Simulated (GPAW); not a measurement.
# Optical response of TaN, part 2 of 2

Aim: the dielectric function of TaN, and the optical constants that follow from it.

GPAW 26.7.0; DFT, LDA, plane-wave PAW (GPAW data sets), scalar-relativistic, RPA, optical limit.

So far. Step 2 (Ground state): There are states at the Fermi level within the smearing, so the occupations stay smeared and the carriers get a Drude term.

## 4. Dielectric function, RPA (continued)

Some rows of df_x.csv (energy; Re and Im without local fields; Re and Im with them):

```text
0.000000, 100141.593741, -0.000000, 100141.552274, -0.000000
0.555532, -334.558695, 78.535816, -334.641665, 78.550236
1.143969, -75.171689, 14.643306, -75.247128, 14.657659
1.768324, -28.325620, 5.998519, -28.402152, 5.996970
2.431988, -14.136002, 4.189837, -14.216891, 4.206029
3.138794, -4.927080, 2.395576, -5.019881, 2.401458
3.893091, -0.239724, 2.515334, -0.334729, 2.510810
4.699832, 2.138136, 3.347058, 2.035971, 3.335823
5.564682, 3.437154, 4.536565, 3.361793, 4.496882
6.494155, 3.642293, 6.479251, 3.635621, 6.477877
7.495775, 2.473529, 6.307094, 2.383765, 6.340264
8.578281, 1.226736, 7.491669, 1.133113, 7.492248
9.751884, -0.181580, 6.690107, -0.262612, 6.728663
11.028587, -1.148300, 5.920536, -1.370547, 5.951983
12.422601, -2.929005, 4.004627, -2.991673, 3.917949
13.950874, -1.511730, 1.950466, -1.663528, 1.865218
15.633783, -0.746280, 1.338148, -0.891777, 1.241714
17.496047, -0.218618, 1.435250, -0.242223, 1.187806
19.567954, -0.063130, 0.965082, -0.069720, 0.881990
21.887015, -0.094185, 1.060310, -0.061551, 1.097180
24.500258, 0.038604, 0.473714, -0.057597, 0.471982
```

Table of Im ε, E ∥ x by photon energy; read off at these points:

| photon energy (eV) | Im ε, E ∥ x |
| --- | --- |
| 0.5 | 108 |
| 1.0 | 17.9 |
| 1.5 | 7.49 |
| 2.0 | 5.59 |
| 2.5 | 3.53 |
| 3.0 | 2.21 |
| 3.5 | 2.22 |
| 4.0 | 2.62 |
| 4.5 | 3.50 |
| 5.0 | 3.98 |
| 5.5 | 4.36 |
| 6.0 | 5.72 |
| 6.5 | 6.50 |
| 7.0 | 6.74 |
| 7.5 | 6.35 |
| 8.0 | 6.78 |
| 8.5 | 7.39 |
| 9.0 | 6.50 |
| 9.5 | 6.88 |
| 10.0 | 6.52 |
| 10.5 | 5.86 |
| 11.0 | 5.95 |
| 11.5 | 5.31 |
| 12.0 | 4.91 |
| 12.5 | 3.81 |
| 13.0 | 2.49 |
| 13.5 | 1.97 |
| 14.0 | 1.85 |
| 14.5 | 1.67 |
| 15.0 | 1.38 |
| 15.5 | 1.20 |
| 16.0 | 1.18 |
| 16.5 | 1.00 |
| 17.0 | 1.09 |
| 17.5 | 1.19 |
| 18.0 | 1.15 |
| 18.5 | 1.04 |
| 19.0 | 0.968 |
| 19.5 | 0.894 |
| 20.0 | 0.848 |
| 20.5 | 1.19 |
| 21.0 | 1.17 |
| 21.5 | 1.19 |
| 22.0 | 1.09 |
| 22.5 | 1.06 |
| 23.0 | 0.889 |
| 23.5 | 0.735 |
| 24.0 | 0.570 |
| 24.5 | 0.472 |

The Re ε, E ∥ x by photon energy:

| photon energy (eV) | Re ε, E ∥ x |
| --- | --- |
| 1 | -99.7 |
| 2 | -21.6 |
| 3 | -6.30 |
| 4 | 0.101 |
| 5 | 2.76 |
| 6 | 3.40 |
| 7 | 2.98 |
| 8 | 1.84 |
| 9 | 0.372 |
| 10 | -0.506 |
| 11 | -1.27 |
| 12 | -2.86 |
| 13 | -2.98 |
| 14 | -1.67 |
| 15 | -1.28 |
| 16 | -0.883 |
| 17 | -0.329 |
| 18 | -0.325 |
| 19 | -0.205 |
| 20 | 0.157 |
| 21 | 0.0301 |
| 22 | -0.0695 |
| 23 | -0.259 |
| 24 | -0.180 |

The refractive index n and extinction k by photon energy:

| photon energy (eV) | n | k |
| --- | --- | --- |
| 1 | 0.895 | 10.0 |
| 2 | 0.596 | 4.69 |
| 3 | 0.434 | 2.55 |
| 4 | 1.17 | 1.12 |
| 5 | 1.95 | 1.02 |
| 6 | 2.24 | 1.28 |
| 7 | 2.28 | 1.48 |
| 8 | 2.10 | 1.61 |
| 9 | 1.85 | 1.75 |
| 10 | 1.74 | 1.88 |
| 11 | 1.55 | 1.92 |
| 12 | 1.19 | 2.07 |
| 13 | 0.673 | 1.85 |
| 14 | 0.643 | 1.44 |
| 15 | 0.549 | 1.26 |
| 16 | 0.543 | 1.09 |
| 17 | 0.636 | 0.857 |
| 18 | 0.659 | 0.871 |
| 19 | 0.626 | 0.773 |
| 20 | 0.714 | 0.594 |
| 21 | 0.775 | 0.755 |
| 22 | 0.717 | 0.764 |
| 23 | 0.577 | 0.770 |
| 24 | 0.457 | 0.623 |

Table of Im ε, E ∥ x by photon energy; read off at these points:

| photon energy (eV) | without local fields | with local fields |
| --- | --- | --- |
| 0.5 | 108 | 108 |
| 1.0 | 17.9 | 17.9 |
| 1.5 | 7.49 | 7.49 |
| 2.0 | 5.58 | 5.59 |
| 2.5 | 3.51 | 3.53 |
| 3.0 | 2.21 | 2.21 |
| 3.5 | 2.22 | 2.22 |
| 4.0 | 2.62 | 2.62 |
| 4.5 | 3.51 | 3.50 |
| 5.0 | 4.02 | 3.98 |
| 5.5 | 4.40 | 4.36 |
| 6.0 | 5.76 | 5.72 |
| 6.5 | 6.49 | 6.50 |
| 7.0 | 6.70 | 6.74 |
| 7.5 | 6.32 | 6.35 |
| 8.0 | 6.76 | 6.78 |
| 8.5 | 7.39 | 7.39 |
| 9.0 | 6.48 | 6.50 |
| 9.5 | 6.86 | 6.88 |
| 10.0 | 6.46 | 6.52 |
| 10.5 | 5.79 | 5.86 |
| 11.0 | 5.91 | 5.95 |
| 11.5 | 5.40 | 5.31 |
| 12.0 | 5.05 | 4.91 |
| 12.5 | 3.88 | 3.81 |
| 13.0 | 2.52 | 2.49 |
| 13.5 | 2.03 | 1.97 |
| 14.0 | 1.94 | 1.85 |
| 14.5 | 1.76 | 1.67 |
| 15.0 | 1.48 | 1.38 |
| 15.5 | 1.29 | 1.20 |
| 16.0 | 1.29 | 1.18 |
| 16.5 | 1.18 | 1.00 |
| 17.0 | 1.32 | 1.09 |
| 17.5 | 1.44 | 1.19 |
| 18.0 | 1.33 | 1.15 |
| 18.5 | 1.16 | 1.04 |
| 19.0 | 1.04 | 0.968 |
| 19.5 | 0.978 | 0.894 |
| 20.0 | 0.972 | 0.848 |
| 20.5 | 1.36 | 1.19 |
| 21.0 | 1.19 | 1.17 |
| 21.5 | 1.18 | 1.19 |
| 22.0 | 1.05 | 1.09 |
| 22.5 | 1.02 | 1.06 |
| 23.0 | 0.837 | 0.889 |
| 23.5 | 0.692 | 0.735 |
| 24.0 | 0.558 | 0.570 |
| 24.5 | 0.474 | 0.472 |

Reflectivity at normal incidence, E ∥ x against photon energy; read off at these points:

photon energy (eV), reflectivity at normal incidence, E ∥ x (%) and a bar from the least value:
```
        1       96.6 ##############################
        2       90.3 ############################
        3       79.7 ########################
        4       21.6 ###
        5       20.0 ##
        6       26.1 #####
        7       29.6 ######
        8       31.2 ######
        9       33.9 #######
       10       36.9 #########
       11       39.1 #########
       12       47.6 ############
       13       56.8 ################
       14       46.2 ############
       15       44.8 ###########
       16       39.0 #########
       17       25.4 ####
       18       24.9 ####
       19       22.7 ###
       20       13.3 
       21       16.7 #
       22       18.8 ##
       23       25.0 ####
       24       27.2 #####
```

Optical constants at common wavelengths, from n + ik = √ε:

| wavelength (nm) | n | k | R (%) | 1/α |
| --- | --- | --- | --- | --- |
| 1550 | 1.10 | 12.672 | 97.3 | 9.7 nm |
| 800 | 0.53 | 6.343 | 95.0 | 10 nm |
| 532 | 0.62 | 3.951 | 86.5 | 11 nm |
| 450 | 0.40 | 3.066 | 85.9 | 12 nm |
| 405 | 0.47 | 2.428 | 76.7 | 13 nm |
| 365 | 0.59 | 1.943 | 62.5 | 15 nm |
| 193 | 2.35 | 1.306 | 27.3 | 12 nm |

A polished face would reflect 88 % of daylight and look near white (CIE x = 0.317, y = 0.332 under D65).

## 5. What came out

```json
{
 "main peak of the optical conductivity above 1 eV, first axis": "10.2 eV"
}
```

At this level (LDA, RPA) TaN is a metal; it reflects 87 % at 550 nm. A polished face would reflect 88 % of daylight and look near white (CIE x = 0.317, y = 0.332 under D65). The carriers' damping of 0.03 eV is typed, not computed; it shapes the response at the lowest energies. Spin-orbit coupling is left out although heavy atoms are present. The sum runs over mesh points, so small or evenly spaced maxima can still be ripples of the mesh. In this version of GPAW the matrix elements of the optical limit are incomplete, which can lower ε − 1 by up to a tenth where first-row anions or d states rule, and shift it by more in d metals. GPAW's carrier term has the form −ωp²/(ω + i·rate)², which damps like twice the rate and fails at low energy, so the curves leave the lowest energies out.

[Machine, clock and banner lines and Python warnings are left out of the logs.]

[Logs are printed without paths, hosts, clocks, repeated set-up lines and the standing remarks that a program may print on its own settings, such as how far it seeks lower states.]

[Hosts, paths, dates, database ids (printed as entryN), source tags and the programs' standing remarks are cut or masked in the printed files.]
